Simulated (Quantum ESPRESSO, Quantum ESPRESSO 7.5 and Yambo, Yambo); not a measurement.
**Quasiparticle gap of PtSe2 (1T monolayer) in Yambo**

Wanted: ground state, empty states, screening and self-energy for PtSe2 (1T monolayer).

Method: PBE and many-body steps on it, plane waves, in Quantum ESPRESSO 7.5 and Yambo 5.3.0.

**What was measured.**

- Gap 1.9 ± 0.05 eV: quasiparticle gap from STS, domains aligned with graphene; scanning tunneling spectroscopy; 8.5 K; monolayer (MBE-grown monolayer on epitaxial bilayer graphene, twist angle near 0 deg) on bilayer graphene on SiC(0001) (“Angular dependence of the interlayer coupling at the interface between two dimensional materials 1T-PtSe2 and graphene”, 2023, arxiv:2311.08165).

- Gap 2 ± 0.1 eV: quasiparticle gap of the first layer from STS; scanning tunnelling spectroscopy; 77 K; monolayer (MBE-grown first layer on HOPG) on HOPG (“Precise Layer-Dependent Electronic Structure of MBE-Grown PtSe2”, 2021, arxiv:2105.03334).

- Gap 1.95 ± 0.05 eV: quasiparticle gap of 1 ML from STS, average over islands; scanning tunnelling spectroscopy; monolayer (MBE-grown monolayer islands on bilayer graphene) on bilayer graphene on SiC(0001) (“Atomic-layer controlled THz Spintronic emission from Epitaxially grown Two dimensional PtSe2/ferromagnet heterostructures”, 2023, arxiv:2305.06895).

### Step 1. Starting point

The cell holds 3 atoms: 1 Pt and 2 Se. Cell: a = 3.749 Å, b = 3.749 Å, c = 15.000 Å, α = 90.0°, β = 90.0°, γ = 120.0°. Vacuum lies along c.

Coordinates:

```cif
data_structure
_symmetry_space_group_name_H-M 'P 1'
_symmetry_Int_Tables_number 1
_cell_length_a 3.7489
_cell_length_b 3.7489
_cell_length_c 15.0000
_cell_angle_alpha 90.000
_cell_angle_beta 90.000
_cell_angle_gamma 120.000
_cell_volume 182.57
loop_
_atom_site_label
_atom_site_type_symbol
_atom_site_fract_x
_atom_site_fract_y
_atom_site_fract_z
_atom_site_occupancy
Pt1 Pt 0.00000 0.00000 0.50000 1
Se2 Se 0.33333 0.66667 0.58713 1
Se3 Se 0.66667 0.33333 0.41287 1
```

The structure was relaxed with PBE. The runs that relaxed it are not among those shown. Spin-orbit coupling is left out unless a step names it.

### Step 2. Ground state

This step: Quantum ESPRESSO 7.5; DFT, PBE, plane waves, norm-conserving pseudopotentials.

The ground-state density comes first.

pw.in reads:

```
&control
  calculation = 'scf'
  prefix = 'x'
  outdir = 'o'
  pseudo_dir = 'pseudo'
/
&system
  ibrav = 0
  nat = 3
  ntyp = 2
  ecutwfc = 104.0
  nbnd = 38
  force_symmorphic = .true.
/
&electrons
  conv_thr = 1e-10
  electron_maxstep = 80
  mixing_beta = 0.5
/
ATOMIC_SPECIES
  Pt 195.08 Pt.upf
  Se 78.971 Se.upf
CELL_PARAMETERS angstrom
  3.7489144268 -0.0000000002 0.0000000000
  -1.8744572132 3.2466551303 0.0000000000
  0.0000000000 0.0000000000 15.0000000000
ATOMIC_POSITIONS crystal
  Pt 0.0000000000 0.0000000000 0.5000000000
  Se 0.3333333333 0.6666666667 0.5871293917
  Se 0.6666666667 0.3333333333 0.4128706083
K_POINTS automatic
  9 9 1 0 0 0
```

On the command line:

```
$ OMP_NUM_THREADS=1 mpirun -n 8 pw.x -nk 8 -in pw.in > pw.out
```

Output:

```text
Program PWSCF v.7.5 starts

     This program is part of the open-source Quantum ESPRESSO suite
     for quantum simulation of materials; please cite
         "P. Giannozzi et al., J. Phys.:Condens. Matter 21 395502 (2009);
         "P. Giannozzi et al., J. Phys.:Condens. Matter 29 465901 (2017);
         "P. Giannozzi et al., J. Chem. Phys. 152 154105 (2020);
     in publications or presentations arising from this work. More details at
     Message from routine setup:
     using ibrav=0 with symmetry is DISCOURAGED, use correct ibrav instead

     G-vector sticks info

     bravais-lattice index     =            0
     lattice parameter (alat)  =       7.0844  a.u.
     unit-cell volume          =    1232.0534 (a.u.)^3
     number of atoms/cell      =            3
     number of atomic types    =            2
     number of electrons       =        66.00
     number of Kohn-Sham states=           38
     kinetic-energy cutoff     =     104.0000  Ry
     charge density cutoff     =     416.0000  Ry
     scf convergence threshold =      1.0E-10
     mixing beta               =       0.5000
     number of iterations used =            8  plain     mixing
     Exchange-correlation= PBE
                           (   1   4   3   4   0   0   0)

     celldm(1)=   7.084422  celldm(2)=   0.000000  celldm(3)=   0.000000
     celldm(4)=   0.000000  celldm(5)=   0.000000  celldm(6)=   0.000000

     crystal axes: (cart. coord. in units of alat)
               a(1) = (   1.000000  -0.000000   0.000000 )
               a(2) = (  -0.500000   0.866025   0.000000 )
               a(3) = (   0.000000   0.000000   4.001158 )

     reciprocal axes: (cart. coord. in units 2 pi/alat)
               b(1) = (  1.000000  0.577350 -0.000000 )
               b(2) = (  0.000000  1.154701 -0.000000 )
               b(3) = ( -0.000000 -0.000000  0.249928 )
     Pseudo is Norm-conserving + core correction, Zval = 18.0
     Generated using ONCVPSP code by D. R. Hamann
     Using radial grid of 1374 points,  8 beta functions with:
     Pseudo is Norm-conserving + core correction, Zval = 24.0
     Generated using ONCVPSP code by D. R. Hamann
     Using radial grid of 1214 points,  6 beta functions with:
     Pt               18.00   195.08000     Pt( 1.00)
     Se               24.00    78.97100     Se( 1.00)

     12 Sym. Ops., with inversion, found

   Cartesian axes

     site n.     atom                  positions (alat units)
         1        Pt     tau(   1) = (   0.0000000   0.0000000   2.0005791  )
         2        Se     tau(   2) = (  -0.0000000   0.5773503   2.3491976  )
         3        Se     tau(   3) = (   0.5000000   0.2886751   1.6519607  )

     number of k points=    12
                       cart. coord. in units 2pi/alat
        k(    1) = (   0.0000000   0.0000000   0.0000000), wk =   0.0246914
        k(    2) = (   0.0000000   0.1283001   0.0000000), wk =   0.1481481
        k(    3) = (   0.0000000   0.2566001   0.0000000), wk =   0.1481481
        k(    4) = (   0.0000000   0.3849002   0.0000000), wk =   0.1481481
        k(    5) = (   0.0000000   0.5132002   0.0000000), wk =   0.1481481
        k(    6) = (   0.1111111   0.1924501   0.0000000), wk =   0.1481481
        k(    7) = (   0.1111111   0.3207501   0.0000000), wk =   0.2962963
        k(    8) = (   0.1111111   0.4490502   0.0000000), wk =   0.2962963
        k(    9) = (   0.1111111   0.5773503   0.0000000), wk =   0.1481481
        k(   10) = (   0.2222222   0.3849002   0.0000000), wk =   0.1481481
        k(   11) = (   0.2222222   0.5132002   0.0000000), wk =   0.2962963
        k(   12) = (   0.3333333   0.5773503   0.0000000), wk =   0.0493827

     Dense  grid:   176153 G-vectors     FFT dimensions: (  45,  45, 192)

     Initial potential from superposition of free atoms

     starting charge      65.9997, renormalised to      66.0000
     Starting wfcs are   36 randomized atomic wfcs +    2 random wfcs

     per-process dynamical memory:   133.8 Mb

     Self-consistent Calculation

     iteration #  1     ecut=   104.00 Ry     beta= 0.50

     Threshold (ethr) on eigenvalues was too large:
     Diagonalizing with lowered threshold

     total energy              =   -1614.18136200 Ry
     estimated scf accuracy    <       0.31961043 Ry

     iteration #  2     ecut=   104.00 Ry     beta= 0.50

     total energy              =   -1614.23510693 Ry
     estimated scf accuracy    <       0.57654159 Ry

     iteration #  3     ecut=   104.00 Ry     beta= 0.50

     total energy              =   -1614.32206733 Ry
     estimated scf accuracy    <       0.00488636 Ry

     iteration #  4     ecut=   104.00 Ry     beta= 0.50

     total energy              =   -1614.32232749 Ry
     estimated scf accuracy    <       0.00096382 Ry

     iteration #  5     ecut=   104.00 Ry     beta= 0.50

     total energy              =   -1614.32238873 Ry
     estimated scf accuracy    <       0.00001731 Ry

     iteration #  6     ecut=   104.00 Ry     beta= 0.50

     total energy              =   -1614.32239353 Ry
     estimated scf accuracy    <       0.00000353 Ry

     iteration #  7     ecut=   104.00 Ry     beta= 0.50

     total energy              =   -1614.32239447 Ry
     estimated scf accuracy    <       0.00000057 Ry

     iteration #  8     ecut=   104.00 Ry     beta= 0.50

     total energy              =   -1614.32239449 Ry
     estimated scf accuracy    <       0.00000007 Ry

     iteration #  9     ecut=   104.00 Ry     beta= 0.50

     total energy              =   -1614.32239451 Ry
     estimated scf accuracy    <          8.6E-09 Ry

     iteration # 10     ecut=   104.00 Ry     beta= 0.50

     End of self-consistent calculation

          k = 0.0000 0.0000 0.0000 ( 22077 PWs)   bands (ev):

  -207.1182-207.1182-146.6053-146.6053-146.6053-146.6053-146.5597-146.5597
   -97.9264 -52.0750 -52.0750 -52.0007 -46.7795 -46.7795 -46.7780 -46.7780
   -46.7380 -46.7380 -46.7353 -46.7353 -46.7225 -46.7222 -13.3238 -11.5553
    -4.4193  -4.4193  -4.3805  -2.1757  -2.1757  -0.6014   0.0320   0.5741
     0.5741   3.5310   3.5310   4.9211   5.8587   6.0641

          k = 0.0000 0.1283 0.0000 ( 22126 PWs)   bands (ev):

  -207.1182-207.1182-146.6053-146.6053-146.6053-146.6053-146.5597-146.5597
   -97.9264 -52.0760 -52.0753 -52.0007 -46.7794 -46.7794 -46.7782 -46.7780
   -46.7379 -46.7378 -46.7356 -46.7353 -46.7225 -46.7222 -13.1961 -11.5661
    -4.4342  -4.3416  -4.2545  -2.3691  -2.2672  -1.0149   0.2458   0.5133
     0.5684   2.7726   3.3537   5.2764   6.0723   6.4151

          k = 0.0000 0.2566 0.0000 ( 22118 PWs)   bands (ev):

  -207.1182-207.1182-146.6053-146.6053-146.6053-146.6053-146.5597-146.5597
   -97.9264 -52.0786 -52.0760 -52.0005 -46.7792 -46.7790 -46.7787 -46.7781
   -46.7376 -46.7372 -46.7363 -46.7355 -46.7224 -46.7221 -12.8434 -11.5974
    -4.4250  -4.1566  -3.9513  -3.0405  -2.3970  -1.5088   0.2006   0.3442
     0.4575   1.9660   3.1482   5.9326   6.3069   6.6841

          k = 0.0000 0.3849 0.0000 ( 22120 PWs)   bands (ev):

     [... further k-points ...]

     highest occupied, lowest unoccupied level (ev):     0.5741    1.9660

!    total energy              =   -1614.32239451 Ry
     estimated scf accuracy    <          4.2E-11 Ry

     The total energy is the sum of the following terms:
     one-electron contribution =   -4371.21976129 Ry
     hartree contribution      =    2118.66357646 Ry
     xc contribution           =    -162.83944494 Ry
     ewald contribution        =     801.07323525 Ry

     convergence has been achieved in  10 iterations

     XML data file, charge density, pseudopotentials, collected wavefunctions

=------------------------------------------------------------------------------=
   JOB DONE.
=------------------------------------------------------------------------------=
```

Run time: 27 s. Hardware: 8 MPI ranks of Arm Neoverse V2, shared host; peak memory 1.6 GiB; 3.5 min of CPU time.

This step gave:

* total energy: -21963.9751 eV
* gap: 1.392 eV
* k of the valence top: 0, 0, 0
* k of the conduction bottom: 0, 0.2222, 0
* least direct gap: 1.508 eV

The gap is indirect, with the least direct gap 0.12 eV higher.

### Step 3. Bands along the symmetry lines

The cheap functional maps the bands first; the places of the edges decide which points the dearer methods must see.

pw.in reads:

```
&control
  calculation = 'bands'
  prefix = 'x'
  outdir = 'o'
  pseudo_dir = 'pseudo'
/
&system
  ibrav = 0
  nat = 3
  ntyp = 2
  ecutwfc = 104.0
  nbnd = 39
  force_symmorphic = .true.
/
&electrons
  conv_thr = 1e-9
  electron_maxstep = 80
  diago_full_acc = .true.
  diago_thr_init = 5e-6
/
ATOMIC_SPECIES
  Pt 195.08 Pt.upf
  Se 78.971 Se.upf
CELL_PARAMETERS angstrom
  3.7489144268 -0.0000000002 0.0000000000
  -1.8744572132 3.2466551303 0.0000000000
  0.0000000000 0.0000000000 15.0000000000
ATOMIC_POSITIONS crystal
  Pt 0.0000000000 0.0000000000 0.5000000000
  Se 0.3333333333 0.6666666667 0.5871293917
  Se 0.6666666667 0.3333333333 0.4128706083
K_POINTS crystal
  25
  0.00000000 0.00000000 0.00000000 1
  0.06250000 0.00000000 0.00000000 1
  0.12500000 0.00000000 0.00000000 1
  0.18750000 0.00000000 0.00000000 1
  0.25000000 0.00000000 0.00000000 1
  0.31250000 0.00000000 0.00000000 1
  0.37500000 0.00000000 0.00000000 1
  0.43750000 0.00000000 0.00000000 1
  0.50000000 0.00000000 0.00000000 1
  0.47916667 0.04166667 0.00000000 1
  0.45833333 0.08333333 0.00000000 1
  0.43750000 0.12500000 0.00000000 1
  0.41666666 0.16666666 0.00000000 1
  0.39583333 0.20833333 0.00000000 1
  0.37500000 0.25000000 0.00000000 1
  0.35416666 0.29166666 0.00000000 1
  0.33333333 0.33333333 0.00000000 1
  0.29166666 0.29166666 0.00000000 1
  0.25000000 0.25000000 0.00000000 1
  0.20833333 0.20833333 0.00000000 1
  0.16666666 0.16666666 0.00000000 1
  0.12500000 0.12500000 0.00000000 1
  0.08333333 0.08333333 0.00000000 1
  0.04166667 0.04166667 0.00000000 1
  0.00000000 0.00000000 0.00000000 1
```

Output:

```text
[banner, memory and clock lines left out]
Program PWSCF v.7.5 starts

     Atomic positions and unit cell read from directory:
     o/x.save/

     Message from routine setup:
     using ibrav=0 with symmetry is DISCOURAGED, use correct ibrav instead

     G-vector sticks info

     bravais-lattice index     =            0
     lattice parameter (alat)  =       7.0844  a.u.
     unit-cell volume          =    1232.0534 (a.u.)^3
     number of atoms/cell      =            3
     number of atomic types    =            2
     number of electrons       =        66.00
     number of Kohn-Sham states=           39
     kinetic-energy cutoff     =     104.0000  Ry
     charge density cutoff     =     416.0000  Ry
     Exchange-correlation= PBE
                           (   1   4   3   4   0   0   0)

     celldm(1)=   7.084422  celldm(2)=   0.000000  celldm(3)=   0.000000
     celldm(4)=   0.000000  celldm(5)=   0.000000  celldm(6)=   0.000000

     crystal axes: (cart. coord. in units of alat)
               a(1) = (   1.000000  -0.000000   0.000000 )
               a(2) = (  -0.500000   0.866025   0.000000 )
               a(3) = (   0.000000   0.000000   4.001158 )

     reciprocal axes: (cart. coord. in units 2 pi/alat)
               b(1) = (  1.000000  0.577350 -0.000000 )
               b(2) = (  0.000000  1.154701 -0.000000 )
               b(3) = ( -0.000000 -0.000000  0.249928 )
     Pseudo is Norm-conserving + core correction, Zval = 18.0
     Generated using ONCVPSP code by D. R. Hamann
     Using radial grid of 1374 points,  8 beta functions with:
     Pseudo is Norm-conserving + core correction, Zval = 24.0
     Generated using ONCVPSP code by D. R. Hamann
     Using radial grid of 1214 points,  6 beta functions with:
     Pt               18.00   195.08000     Pt( 1.00)
     Se               24.00    78.97100     Se( 1.00)

     12 Sym. Ops., with inversion, found

   Cartesian axes

     site n.     atom                  positions (alat units)
         1        Pt     tau(   1) = (   0.0000000   0.0000000   2.0005791  )
         2        Se     tau(   2) = (  -0.0000000   0.5773503   2.3491976  )
         3        Se     tau(   3) = (   0.5000000   0.2886751   1.6519607  )

     number of k points=    25
                       cart. coord. in units 2pi/alat
        k(    1) = (   0.0000000   0.0000000   0.0000000), wk =   0.0800000
        k(    2) = (   0.0625000   0.0360844   0.0000000), wk =   0.0800000
        k(    3) = (   0.1250000   0.0721688   0.0000000), wk =   0.0800000
[...]
[... 13 further rows ...]
        k(   24) = (   0.0416667   0.0721688   0.0000000), wk =   0.0800000
        k(   25) = (   0.0000000   0.0000000   0.0000000), wk =   0.0800000

     Dense  grid:   176153 G-vectors     FFT dimensions: (  45,  45, 192)

     The potential is recalculated from file :
     o/x.save/charge-density

     Starting wfcs are   36 randomized atomic wfcs +    3 random wfcs

     Band Structure Calculation

     End of band structure calculation

          k = 0.0000 0.0000 0.0000 ( 22077 PWs)   bands (ev):

  -207.1183-207.1183-146.6054-146.6054-146.6054-146.6054-146.5598-146.5597
   -97.9264 -52.0749 -52.0749 -52.0007 -46.7796 -46.7796 -46.7781 -46.7781
   -46.7381 -46.7381 -46.7353 -46.7353 -46.7226 -46.7222 -13.3238 -11.5553
    -4.4193  -4.4193  -4.3805  -2.1757  -2.1757  -0.6013   0.0320   0.5741
     0.5741   3.5311   3.5311   4.9211   5.8585   6.0642   6.2144

          k = 0.0625 0.0361 0.0000 ( 22130 PWs)   bands (ev):

  -207.1183-207.1183-146.6054-146.6054-146.6054-146.6054-146.5598-146.5597
[...]
0.5776   3.2384   3.4661   5.0488   5.9436   6.1779   6.4723

          k = 0.1250 0.0722 0.0000 ( 22132 PWs)   bands (ev):

  -207.1183-207.1183-146.6054-146.6054-146.6054-146.6054-146.5598-146.5597
[...]
0.5594   2.6308   3.3189   5.3519   6.1168   6.5010   6.9333

[...]
k = 0.0417 0.0722 0.0000 ( 22139 PWs)   bands (ev):

  -207.1183-207.1183-146.6054-146.6054-146.6054-146.6054-146.5598-146.5597
[...]
0.5778   3.1646   3.4346   5.0883   5.9660   6.2156   6.5519

          k = 0.0000 0.0000 0.0000 ( 22077 PWs)   bands (ev):

  -207.1183-207.1183-146.6054-146.6054-146.6054-146.6054-146.5598-146.5597
[...]
-46.7381 -46.7381 -46.7353 -46.7353 -46.7226 -46.7222 -13.3238 -11.5553
    -4.4193  -4.4193  -4.3805  -2.1757  -2.1757  -0.6013   0.0320   0.5741
     0.5741   3.5311   3.5311   4.9211   5.8585   6.0641   6.2144

     XML data file, pseudopotentials, collected wavefunctions
```

Elapsed: 14 s, on 8 MPI ranks; peak memory 1.5 GiB.

This step gave:

- gap: 1.404 eV
- k of the valence top: 0.0417, 0.0417, 0
- k of the conduction bottom: 0.25, 0, 0
- least direct gap: 1.584 eV

The gap is 1.404 eV, +0.012 eV from the run before at this level.

Electronic bands along the path, in eV, zero at the top of the highest filled band:

| point | band 30 | band 31 | band 32 | band 33 | band 34 | band 35 | band 36 | band 37 |
| --- | --- | --- | --- | --- | --- | --- | --- | --- |
| Γ | -1.18 | -0.55 | 0.00 | 0.00 | 2.95 | 2.95 | 4.34 | 5.28 |
| halfway | -2.15 | -0.56 | -0.35 | -0.18 | 1.40 | 2.56 | 5.44 | 5.67 |
| M | -2.22 | -1.90 | -1.79 | -1.34 | 2.39 | 2.71 | 4.72 | 6.22 |
| halfway | -2.28 | -2.21 | -1.16 | -0.93 | 1.97 | 2.24 | 5.47 | 7.29 |
| K | -2.44 | -2.15 | -0.93 | -0.93 | 1.82 | 1.82 | 6.10 | 8.15 |
| halfway | -2.18 | -0.83 | -0.67 | -0.01 | 1.79 | 1.84 | 5.87 | 6.22 |
| Γ | -1.18 | -0.55 | 0.00 | 0.00 | 2.95 | 2.95 | 4.34 | 5.28 |

(Continued in part 2 of 3.)

[Paths, hosts, dates, memory and timing lines, banners, echoed tables and standing remarks are left out of the program output.]

[Logs are printed without paths, hosts, clocks, repeated set-up lines and the standing remarks that a program may print on its own settings, such as how far it seeks lower states.]

[Runs of the session that timed out or met a known fault of the program may be left out.]

[Hosts, paths, dates, database ids (printed as entryN), source tags and the programs' standing remarks are cut or masked in the printed files.]
